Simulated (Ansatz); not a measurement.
# BeCd (built on the sites of a database entry of BaZn): a soft mode frozen in, part 2 of 2

Wanted: the energy along a soft mode of BeCd (built on the sites of a database entry of BaZn) and the structure at the end.

Ansatz 0.2.0; DFT PBEsol, scalar-relativistic, plane waves, PseudoDojo norm-conserving pseudopotentials.

So far, highest frequency on the path or at a solved wavevector (cm⁻¹): step 2 (response at finite wavevector) 351. Also lowest frequency on the path (cm⁻¹): step 2 -137.

The structure was built from a prototype and need not be the compound's stable phase.

**6. Relaxation from the frozen mode**

Starting from the lowest point found, all atoms and the cell are let go, so that strain and other modes of the same symmetry can join in.

Input file input.yaml:

```yaml
crystal:
  lattice:
    - [-3.060635456, 0.0, 0.0]
    - [0.0, -3.060635456, -3.060635456]
    - [0.0, -3.060635456, 3.060635456]
  atoms:
    - { symbol: Be, position: [1.0, 0.5739304544, 0.5] }
    - { symbol: Be, position: [1.0, -0.0739304544, 0.0] }
    - { symbol: Cd, position: [0.5, 0.0259894468, 0.5] }
    - { symbol: Cd, position: [0.5, 0.4740105532, 0.0] }
kpoints:
  mp_grid: { grid: [14, 10, 10] }
hamiltonian:
  xc: pbesol
  pseudopotentials: { kind: nc, accuracy: standard }
scf:
  occupations: { method: methfessel_paxton, width: 0.2 }
output:
  forces: true
  stress: true
  eigenvalues: true
relax:
  adjacent_minimum: "off"
  f_tol: 0.002
  max_steps: 120
  cell: { stress_tol: 0.03 }
```

Command:

```console
> ansatz run input.yaml --threads 4 --pin off --max-ram 7168MiB --backend cpu --events-out ev --progress --plain --runs-dir out
```

Numbers of over 12 decimals in the logs are rounded to 6 here.

Log:

```text
[...]
Crystal: 4 atoms, lattice volume = 57.341 Å³
Basis set: ecut = 1387.780699 eV, 6755 PW (Γ), exchange–correlation on 80×108×108 points (8 copies of the dense FFT grid, shifted against one another)
Bands: 29, of which v1, the nominal top of the filled ones, is band 24 counted from 1 (23 counted from 0)
Symmetry: 8 space group operations
[...]
k-points: 288 of 1400
[...]
SCF iter   1: F=—  HF=-10289.972648 eV  |F-HF|=—  |Δ(HF+E_count)|=         —  Δρ=5.84e-2  dr2=2.93e0  ethr=3.10e-3  ⟨swp⟩=6.6  Hψ=37474  notcnv=0
[...]
SCF iter   8: F=-10289.016834 eV  HF=-10289.016834 eV  |F-HF|=2.09e-9  |Δ(HF+E_count)|=   1.56e-7  S|Δr|=    0.00e0  Δρ=5.50e-6  dr2=1.23e-8  ethr=2.08e-10  ⟨swp⟩=10.5  Hψ=50748  notcnv=0
SCF 1 converged in 8 iterations: F = -10289.016834 eV  dr2 = 1.23e-8
relax step   1: F+E_penalty+E_count = -10289.01683406 eV  Δ(F+E_penalty+E_count) = +0.000e0 eV  max|allowed force component| = 4.601e-1 eV/Å  Δτ_max = 0.0000 Å  P = +0.941 GPa  Ω = 57.341 Å³  (8 SCF iters, dr2 threshold 1.00e-7 eV, accepted)
Crystal: 4 atoms, lattice volume = 57.120 Å³
Basis set: ecut = 1387.780699 eV, 6705 PW (Γ), exchange–correlation on 80×108×108 points (8 copies of the dense FFT grid, shifted against one another)
[...]
SCF iter   6: F=-10289.213183 eV  HF=-10289.213183 eV  |F-HF|=9.35e-8  |Δ(HF+E_count)|=   4.46e-7  S|Δr|=    0.00e0  Δρ=1.97e-5  dr2=2.21e-7  ethr=8.33e-10  ⟨swp⟩=8.1  Hψ=47604  notcnv=0
SCF 2 converged in 6 iterations: F = -10289.213183 eV  dr2 = 2.21e-7
relax step   2: F+E_penalty+E_count = -10289.21318257 eV  Δ(F+E_penalty+E_count) = -1.963e-1 eV  max|allowed force component| = 1.508e-1 eV/Å  Δτ_max = 0.1092 Å  P = +1.018 GPa  Ω = 57.120 Å³  energy of the carried Pulay correction = +1.018e-4 eV  (6 SCF iters, dr2 threshold 4.00e-7 eV, accepted)
Crystal: 4 atoms, lattice volume = 57.609 Å³
Basis set: ecut = 1387.780699 eV, 6769 PW (Γ), exchange–correlation on 80×108×108 points (8 copies of the dense FFT grid, shifted against one another)
[...]
SCF iter   6: F=-10289.296485 eV  HF=-10289.296485 eV  |F-HF|=1.40e-8  |Δ(HF+E_count)|=   3.50e-7  S|Δr|=    0.00e0  Δρ=2.28e-5  dr2=1.59e-7  ethr=8.33e-10  ⟨swp⟩=7.7  Hψ=45215  notcnv=0
SCF 3 converged in 6 iterations: F = -10289.296485 eV  dr2 = 1.59e-7
relax step   3: F+E_penalty+E_count = -10289.29648505 eV  Δ(F+E_penalty+E_count) = -8.330e-2 eV  max|allowed force component| = 1.352e-1 eV/Å  Δτ_max = 0.0678 Å  P = -0.136 GPa  Ω = 57.609 Å³  energy of the carried Pulay correction = -1.227e-4 eV  (6 SCF iters, dr2 threshold 4.00e-7 eV, accepted)
[... from here on, the SCF cycles and remarks between the steps are left out ...]
relax step   4: F+E_penalty+E_count = -10289.30754745 eV  Δ(F+E_penalty+E_count) = -1.106e-2 eV  max|allowed force component| = 2.133e-2 eV/Å  Δτ_max = 0.0279 Å  P = -0.366 GPa  Ω = 57.737 Å³  energy of the carried Pulay correction = -1.814e-4 eV  (5 SCF iters, dr2 threshold 4.00e-7 eV, accepted)
relax step   5: F+E_penalty+E_count = -10289.30956784 eV  Δ(F+E_penalty+E_count) = -2.020e-3 eV  max|allowed force component| = 1.837e-3 eV/Å  Δτ_max = 0.0142 Å  P = +0.239 GPa  Ω = 57.478 Å³  energy of the carried Pulay correction = -6.295e-5 eV  (5 SCF iters, dr2 threshold 4.00e-7 eV, accepted)
relax step   6: F+E_penalty+E_count = -10289.30967893 eV  Δ(F+E_penalty+E_count) = -1.111e-4 eV  max|allowed force component| = 2.197e-3 eV/Å  Δτ_max = 0.0023 Å  P = -0.018 GPa  Ω = 57.673 Å³  energy of the carried Pulay correction = -1.518e-4 eV  (4 SCF iters, dr2 threshold 3.93e-7 eV, accepted)
relax step   7: F+E_penalty+E_count = -10289.30970644 eV  Δ(F+E_penalty+E_count) = -2.751e-5 eV  max|allowed force component| = 2.818e-4 eV/Å  Δτ_max = 0.0008 Å  P = -0.004 GPa  Ω = 57.656 Å³  energy of the carried Pulay correction = -1.442e-4 eV  (4 SCF iters, dr2 threshold 2.13e-8 eV, accepted)
relax step   8: F+E_penalty+E_count = -10289.32961070 eV  Δ(F+E_penalty+E_count) = -1.990e-2 eV  max|allowed force component| = 2.328e-4 eV/Å  Δτ_max = 0.0000 Å  P = +0.633 GPa  Ω = 57.656 Å³  stress off target by 1.70e0 GPa  SCF on the basis re-selected at this cell (its energy is not comparable with the rows above)  (6 SCF iters)
relax step   9: F+E_penalty+E_count = -10289.33498973 eV  Δ(F+E_penalty+E_count) = -5.379e-3 eV  max|allowed force component| = 6.440e-3 eV/Å  Δτ_max = 0.0191 Å  P = +0.207 GPa  Ω = 58.109 Å³  energy of the carried Pulay correction = -2.178e-4 eV  (5 SCF iters, dr2 threshold 4.00e-7 eV, accepted)
relax step  10: F+E_penalty+E_count = -10289.33515086 eV  Δ(F+E_penalty+E_count) = -1.611e-4 eV  max|allowed force component| = 1.352e-3 eV/Å  Δτ_max = 0.0055 Å  P = -0.015 GPa  Ω = 58.289 Å³  energy of the carried Pulay correction = -3.119e-4 eV  (4 SCF iters, dr2 threshold 3.63e-7 eV, accepted)
relax step  11: F+E_penalty+E_count = -10289.33568972 eV  Δ(F+E_penalty+E_count) = -5.389e-4 eV  max|allowed force component| = 1.513e-3 eV/Å  Δτ_max = 0.0000 Å  P = +0.001 GPa  Ω = 58.289 Å³  stress off target by 3.08e-2 GPa  SCF on the basis re-selected at this cell (its energy is not comparable with the rows above)  (6 SCF iters)
relax step  12: F+E_penalty+E_count = -10289.33569246 eV  Δ(F+E_penalty+E_count) = -2.731e-6 eV  max|allowed force component| = 2.601e-4 eV/Å  Δτ_max = 0.0003 Å  P = +0.001 GPa  Ω = 58.291 Å³  energy of the carried Pulay correction = -1.083e-6 eV  (4 SCF iters, dr2 threshold 2.37e-9 eV, accepted)
[...]
SCF iter   5: F=-10289.335694 eV  HF=-10289.335694 eV  |F-HF|=0.00e0  |Δ(HF+E_count)|=  1.82e-12  S|Δr|=    0.00e0  Δρ=9.56e-8  dr2=1.97e-12  ethr=1.00e-12  ⟨swp⟩=8.2  Hψ=50809  notcnv=0
SCF 13 converged in 5 iterations: F = -10289.335694 eV  dr2 = 1.97e-12
relax step  13: F+E_penalty+E_count = -10289.33569415 eV  Δ(F+E_penalty+E_count) = -1.691e-6 eV  max|allowed force component| = 2.596e-4 eV/Å  Δτ_max = 0.0000 Å  P = +0.001 GPa  Ω = 58.291 Å³  stress off target by 3.51e-3 GPa  SCF on the basis re-selected at this cell (its energy is not comparable with the rows above)  (5 SCF iters)
[...]
SCF converged after 5 iterations
[...]
Free energy (F): -10289.335694 eV
[...]
Internal energy: -10289.336637 eV  (E = F + TS)
E sigma→0 (E₀):  -10289.335930 eV
Entropy (-TS):   0.000943 eV (0.236 meV/atom)
Fermi energy:    13.882181 eV
[...]
--- Forces (eV/Å), atoms counted from 1 ---
  atom   1  Be     0.00000000     0.00010532     0.00010532
  atom   2  Be    -0.00000000    -0.00010532    -0.00010532
  atom   3  Cd    -0.00000000     0.00025961     0.00025961
  atom   4  Cd     0.00000000    -0.00025961    -0.00025961
  max |Σ_I F_I| component: 0.00e0 eV/Å
--- Stress (GPa, compression-positive) ---
       -0.001371       0.000000       0.000000
        0.000000       0.001829       0.001682
        0.000000       0.001682       0.001829
  P = ⅓ Tr σ = 0.0008 GPa (0.008 kbar)
--- Band table (eV; the first three rows and the last of 288) ---
  k-point 0: bands = [... 20 lower, 5.0059, 9.7556, 10.3649, 11.1725, 15.4503, 17.1738, 17.9877, 18.7962, ... 1 higher]
  k-point 1: bands = [... 20 lower, 4.9572, 9.8655, 10.0795, 10.9939, 16.0579, 16.6277, 17.8988, 18.0980, ... 1 higher]
  k-point 2: bands = [... 20 lower, 4.8396, 9.1651, 10.1693, 10.9525, 15.6460, 16.5984, 17.4603, 18.4205, ... 1 higher]
  k-point 287: bands = [... 20 lower, 10.6711, 10.6711, 10.8979, 10.8979, 13.4417, 13.4417, 14.4620, 14.4620, ... 1 higher]
--- Relaxed structure (10 steps of the walk, 10 accepted, 3 SCFs on fresh bases) ---
  F+E_penalty+E_count = -10289.33569415 eV   max|allowed force component| = 2.596e-4 eV/Å   (the final SCF, on the basis selected at the relaxed cell)
  cell:  # Å, volume = 58.2912 Å³
    - [-2.925952, 0, 0]
    - [0, -3.489040, -3.489040]
    - [0, -2.854959, 2.854959]
  atoms:
    - { symbol: Be, position: [1.0, 0.613639, 0.500000] }
    - { symbol: Be, position: [1.0, -0.113639, 0.0] }
    - { symbol: Cd, position: [0.5, 0.048677, 0.5] }
    - { symbol: Cd, position: [0.5, 0.451323, 0.0] }
```

Run time: 12 min. Hardware: 4 threads of Arm Neoverse N1, shared host; peak memory 1.8 GiB; 49 min of CPU time.

The steps of the relaxation:

| step | energy less that of the first step (eV) | largest force component (eV/Å) | pressure (GPa) | volume (Å³) |
| --- | --- | --- | --- | --- |
| 1 | 0.0000 | 0.4601 | 0.94 | 57.34 |
| 2 | -0.1963 | 0.1508 | 1.02 | 57.12 |
| 3 | -0.2797 | 0.1352 | -0.14 | 57.61 |
| 4 | -0.2907 | 0.0213 | -0.37 | 57.74 |
| 5 | -0.2927 | 0.0018 | 0.24 | 57.48 |
| 6 | -0.2928 | 0.0022 | -0.02 | 57.67 |
| 7 | -0.2929 | 0.0003 | 0.00 | 57.66 |
| 8* | -0.3128 | 0.0002 | 0.63 | 57.66 |
| 9 | -0.3182 | 0.0064 | 0.21 | 58.11 |
| 10 | -0.3183 | 0.0014 | -0.01 | 58.29 |
| 11* | -0.3189 | 0.0015 | 0.00 | 58.29 |
| 12 | -0.3189 | 0.0003 | 0.00 | 58.29 |
| 13* | -0.3189 | 0.0003 | 0.00 | 58.29 |

Relaxation steps marked * repeat the geometry before them on a plane-wave basis chosen anew for their cell, so energy and pressure can jump there.

The run keeps the 8 symmetry operations that it works with, so distortions that break them were not tested.

| cell as run | before | after | change |
| --- | --- | --- | --- |
| a (Å) | 3.061 | 2.926 | -4.4 % |
| b (Å) | 4.328 | 4.934 | +14.0 % |
| c (Å) | 4.328 | 4.038 | -6.7 % |
| volume (Å³/atom) | 14.34 | 14.57 | +1.7 % |

The atoms that moved most (Å, as changes of fractional coordinates times the final cell):

| atom | dx | dy | dz | length |
| --- | --- | --- | --- | --- |
| Be1 | 0.000 | -0.139 | -0.139 | 0.196 |
| Be2 | 0.000 | 0.139 | 0.139 | 0.196 |
| Cd4 | 0.000 | 0.079 | 0.079 | 0.112 |
| Cd3 | 0.000 | -0.079 | -0.079 | 0.112 |

This step gave:

| Item | Value |
| --- | --- |
| pressure | 7.62e-4 GPa |
| volume per atom | 14.57 Å³ |

The distorted start has space group Pmma; the relaxation ends in Pmma.

**7. The new phase in its own primitive cell**

The relaxed structure is symmetrised, reduced to its primitive cell and relaxed tightly, as its phonons need.

input.yaml, the sections that differ from step 6:

```yaml
crystal:
  lattice:
    - [4.0375211671, 0.0, 0.0]
    - [0.0, 2.9259519438, 0.0]
    - [0.0, 0.0, 4.9342481555]
  atoms:
    - { symbol: Be, position: [0.25, 0.0, 0.3636394135] }
    - { symbol: Be, position: [0.75, 0.0, 0.6363605865] }
    - { symbol: Cd, position: [0.25, 0.5, 0.7986770247] }
    - { symbol: Cd, position: [0.75, 0.5, 0.2013229753] }
kpoints:
  mp_grid: { grid: [10, 14, 8] }
relax:
  adjacent_minimum: "off"
  f_tol: 0.001
  max_steps: 60
  cell: { stress_tol: 0.01 }
# hamiltonian, scf, output: as in step 6
```

Log:

```text
[...]
Crystal: 4 atoms, lattice volume = 58.291 Å³
Basis set: ecut = 1387.780699 eV, 6845 PW (Γ), exchange–correlation on 100×72×120 points (8 copies of the dense FFT grid, shifted against one another)
Bands: 29, of which v1, the nominal top of the filled ones, is band 24 counted from 1 (23 counted from 0)
Symmetry: 8 space group operations
[...]
k-points: 240 of 1120
[...]
--- Relaxed structure (5 steps of the walk, 5 accepted, 1 SCFs on fresh bases) ---
[...]
cell:  # Å, volume = 58.2855 Å³
    - [4.034122, 0.0, 0.0]
    - [0.0, 2.919766, 0.0]
    - [0.0, 0.0, 4.948385]
  atoms:
    - { symbol: Be, position: [0.25, 0.0, 0.364265] }
    - { symbol: Be, position: [0.75, 0.0, 0.635735] }
    - { symbol: Cd, position: [0.25, 0.5, 0.798755] }
    - { symbol: Cd, position: [0.75, 0.5, 0.201245] }
[key lines of the parts left out:]
SCF converged after 5 iterations
Free energy (F): -10289.334434 eV
Fermi energy:    13.872781 eV
P = ⅓ Tr σ = 0.0032 GPa (0.032 kbar)
```

The job ended after 4.5 min (4 threads; peak memory 1.6 GiB).

The steps of the relaxation:

| step | energy less that of the first step (eV) | largest force component (eV/Å) | pressure (GPa) | volume (Å³) |
| --- | --- | --- | --- | --- |
| 1 | 0.0000 | 0.0016 | -0.02 | 58.29 |
| 2 | -0.0002 | 0.0033 | -0.01 | 58.28 |
| 3 | -0.0002 | 0.0012 | 0.00 | 58.28 |
| 4 | -0.0002 | 0.0009 | 0.00 | 58.28 |
| 5 | -0.0002 | 0.0003 | 0.00 | 58.29 |
| 6* | -0.0002 | 0.0003 | 0.00 | 58.29 |

Relaxation steps marked * repeat the geometry before them on a plane-wave basis chosen anew for their cell, so energy and pressure can jump there.

The run keeps the 8 symmetry operations that it works with, so distortions that break them were not tested.

| conventional cell, symmetrised | before | after | change |
| --- | --- | --- | --- |
| a (Å) | 4.038 | 4.034 | -0.1 % |
| b (Å) | 2.926 | 2.920 | -0.2 % |
| c (Å) | 4.934 | 4.948 | +0.3 % |
| volume (Å³/atom) | 14.57 | 14.57 | -0.0 % |

Final coordinates:

```cif
data_structure
_symmetry_space_group_name_H-M 'P 1'
_symmetry_Int_Tables_number 1
_cell_length_a 4.0341
_cell_length_b 2.9198
_cell_length_c 4.9484
_cell_angle_alpha 90.000
_cell_angle_beta 90.000
_cell_angle_gamma 90.000
_cell_volume 58.29
loop_
_atom_site_label
_atom_site_type_symbol
_atom_site_fract_x
_atom_site_fract_y
_atom_site_fract_z
_atom_site_occupancy
Be1 Be 0.25000 0.00000 0.36426 1
Be2 Be 0.75000 0.00000 0.63574 1
Cd3 Cd 0.25000 0.50000 0.79876 1
Cd4 Cd 0.75000 0.50000 0.20124 1
```

This step gave:

```yaml
pressure: 0.003193 GPa
```

The largest force component left is 0.26 meV/Å and the pressure is 0.003 GPa, within the tolerances set. The cell now holds 14.57 Å³/atom.

**8. Modes of the new phase, k-mesh 10×14×8**

A relaxed structure may still be a saddle point, so its zone-centre modes are computed. No field response is asked, since the mesh shows no gap.

input.yaml, the sections that differ from step 7:

```yaml
crystal:
  lattice:
    - [4.0341220441, 0.0, 0.0]
    - [0.0, 2.9197657647, 0.0]
    - [0.0, 0.0, 4.9483847759]
  atoms:
    - { symbol: Be, position: [0.25, 0.0, 0.3642647507] }
    - { symbol: Be, position: [0.75, 0.0, 0.6357352493] }
    - { symbol: Cd, position: [0.25, 0.5, 0.7987551826] }
    - { symbol: Cd, position: [0.75, 0.5, 0.2012448174] }
output:
  eigenvalues: true
phonons:
  method: dfpt
# kpoints, hamiltonian, scf: as in step 7
# relax: removed
```

Log:

```text
zone centre: on kpoints.mp_grid the ground state, and the responses unless they are solved on pairs of k-points, stand on 240 of the mesh's 1120 k-points, reduced under 4 symmetry operations, with k and −k counted as one. Each operation leaves every solved displacement unchanged or reverses it
[...]
Crystal: 4 atoms, lattice volume = 58.285 Å³
Basis set: ecut = 1387.780699 eV, 6831 PW (Γ), exchange–correlation on 100×72×128 points (8 copies of the dense FFT grid, shifted against one another)
Bands: 29, of which v1, the nominal top of the filled ones, is band 24 counted from 1 (23 counted from 0)
Symmetry: 8 space group operations
k-points: 240 of 1120 (irreducible under 4 space group operations, time reversal used)
[...]
SCF iter   1: F=—  HF=-10290.528247 eV  |F-HF|=—  |Δ(HF+E_count)|=         —  Δρ=5.91e-2  dr2=3.98e0  ethr=3.10e-3  ⟨swp⟩=6.7  Hψ=32267  notcnv=0
[...]
SCF iter  11: F=-10289.334434 eV  HF=-10289.334434 eV  |F-HF|=1.82e-12  |Δ(HF+E_count)|=  1.18e-10  S|Δr|=    0.00e0  Δρ=1.26e-7  dr2=4.63e-12  ethr=1.00e-12  ⟨swp⟩=9.7  Hψ=52387  notcnv=0
SCF 1 converged in 11 iterations: F = -10289.334434 eV  dr2 = 4.63e-12
DFPT response loops at Γ: preconditioner auto → Kerker (q_TF=auto, 2.641 Å⁻¹) (partly filled bands, converged f_vac=0.000); β = 1.00, the filter's whole step (`scf.mixing.beta` (0.50) is not read by the response loops under this deck's `scf.mixing.preconditioner`; to damp them name `kerker` or `kerker_dos`, under which they read `scf.mixing.beta`, and type it under 1.00, their step now; both keys bind the ground state too); Broyden in place of MSR1
SCF converged after 11 iterations
[...]
Free energy (F): -10289.334434 eV
[...]
Internal energy: -10289.335750 eV  (E = F + TS)
E sigma→0 (E₀):  -10289.334763 eV
Entropy (-TS):   0.001316 eV (0.329 meV/atom)
Fermi energy:    13.872781 eV
[...]
--- Band table (eV; the first three rows and the last of 240) ---
  k-point 0: bands = [... 20 lower, 4.9986, 9.7345, 10.3196, 11.1813, 15.4669, 17.1619, 18.0447, 18.8011, ... 1 higher]
  k-point 1: bands = [... 20 lower, 4.9413, 8.5573, 11.3237, 11.6412, 15.4945, 16.6572, 18.1381, 18.3868, ... 1 higher]
  k-point 2: bands = [... 20 lower, 4.7950, 7.2999, 11.7204, 13.3049, 15.5828, 15.6841, 17.8039, 18.3927, ... 1 higher]
  k-point 239: bands = [... 20 lower, 10.6810, 10.6810, 10.9078, 10.9078, 13.4629, 13.4629, 14.4797, 14.4797, ... 1 higher]
--- Phonons (Γ-DFPT): 6 representative perturbations + reference, on 240 of 1120 k-points (Σ response iterations 22) ---
  k mesh reduced under 4 symmetry operations, with k and −k counted as one. Each operation leaves every solved displacement unchanged or reverses it
  ASR residual: 4.609e-5 → 0.000e0 eV/Å²; symmetrization residual: 3.963e-6 eV/Å²
  ASR residual per site (eV/Å²): 3.07e-5 3.07e-5 4.61e-5 4.61e-5
  Γ frequencies (cm⁻¹): 0.00 0.00 0.00 62.35 116.37 132.53 266.83 286.02 323.68 328.22 362.01 425.39
  non-analytic LO–TO correction: not included (Born effective charges unavailable; polar crystals: no LO–TO splitting at Γ)
```

Elapsed: 10 min, on 4 threads; peak memory 4.3 GiB; 41 min of CPU time.

Numbers from this step:

| Item | Value |
| --- | --- |
| sum-rule residual before enforcement | 4.61e-5 eV/Å² |
| point group | mmm |
| highest optical mode at the zone centre (no LO-TO term) | 425.4 cm⁻¹ |
| lowest optical zone-centre mode | 62.35 cm⁻¹ |

Patterns of degenerate modes are one choice out of their space. Modes at Γ, with each element's share of the kinetic energy:

| mode | frequency (cm⁻¹) | symmetry | Be % | Cd % |
| --- | --- | --- | --- | --- |
| 1 | 0.0 | acoustic | 7 | 93 |
| 2 | 0.0 | acoustic | 7 | 93 |
| 3 | 0.0 | acoustic | 7 | 93 |
| 4 | 62.4 | B3g | 0 | 100 |
| 5 | 116.4 | B2g | 4 | 96 |
| 6 | 132.5 | Ag | 2 | 98 |
| 7 | 266.8 | B2u | 93 | 7 |
| 8 | 286.0 | B1u | 93 | 7 |
| 9 | 323.7 | B3u | 93 | 7 |
| 10 | 328.2 | B3g | 100 | 0 |
| 11 | 362.0 | Ag | 98 | 2 |
| 12 | 425.4 | B2g | 96 | 4 |

Displacements in mode 4 (62.4 cm⁻¹), the largest set to 1:
```
Be1  0.00 -0.23  0.00
Be2  0.00  0.23  0.00
Cd3  0.00  1.00  0.00
Cd4  0.00 -1.00  0.00
```

Displacements in mode 10 (328.2 cm⁻¹), the largest set to 1:
```
Be1  0.00 -1.00  0.00
Be2  0.00  1.00  0.00
Cd3  0.00 -0.02  0.00
Cd4  0.00  0.02  0.00
```

Before it was imposed, the acoustic sum rule was missed by 4.6e-5 eV/Å². Small misses are needed for a sound result but don't prove that mesh and cutoff are converged. The lowest optical mode is real, 62.4 cm⁻¹.

**9. What came out**

- unstable mode of the parent: q = (0, -0.5, -0.5), 137i cm⁻¹
- depth at the lowest point sampled: 13.3 meV/atom
- largest atomic shift at that point: 0.32 Å
- space group reached (within 0.01 Å): Pmma
- energy gained over the parent (first relaxation, on the mesh of the frozen mode): 93.1 meV/atom
- volume per atom, phase reached: 14.6 Å³
- lowest optical zone-centre mode, phase reached: 62.4 cm⁻¹
- highest optical mode at the zone centre (no LO-TO term), phase reached: 425 cm⁻¹

What this shows: Along this mode the structure falls into Pmma, 93.1 meV/atom below the parent. At the parent's cell the well is 13.33 meV/atom deep on the steps tried, with its lowest point at a shift of 0.32 Å. Relaxing atoms and cell changes the gain by +79.73 meV/atom against the lowest step (energies at zero smearing). Most of the total comes from this relaxation. The new phase has no imaginary mode at the zone centre of its cell; other wavevectors were not checked. Of the 2 patterns followed to their end from this parent, this one reaches the lowest energy. Each path keeps the symmetry of its pattern, so a lower phase may lie along a pattern not tried. The q mesh stands for a supercell only 6.1 Å across, so branches between the solved wavevectors are rough. With no gap, or one that is small against the smearing, the frequencies hang on the k mesh and the smearing, most of all near Kohn anomalies. The starting cell was built on a prototype and not taken from a measurement, so the phase need not exist.

[Logs are printed without paths, hosts, clocks, repeated set-up lines and the standing remarks that a program may print on its own settings, such as how far it seeks lower states.]

[Hosts, paths, dates, database ids (printed as entryN), source tags and the programs' standing remarks are cut or masked in the printed files.]
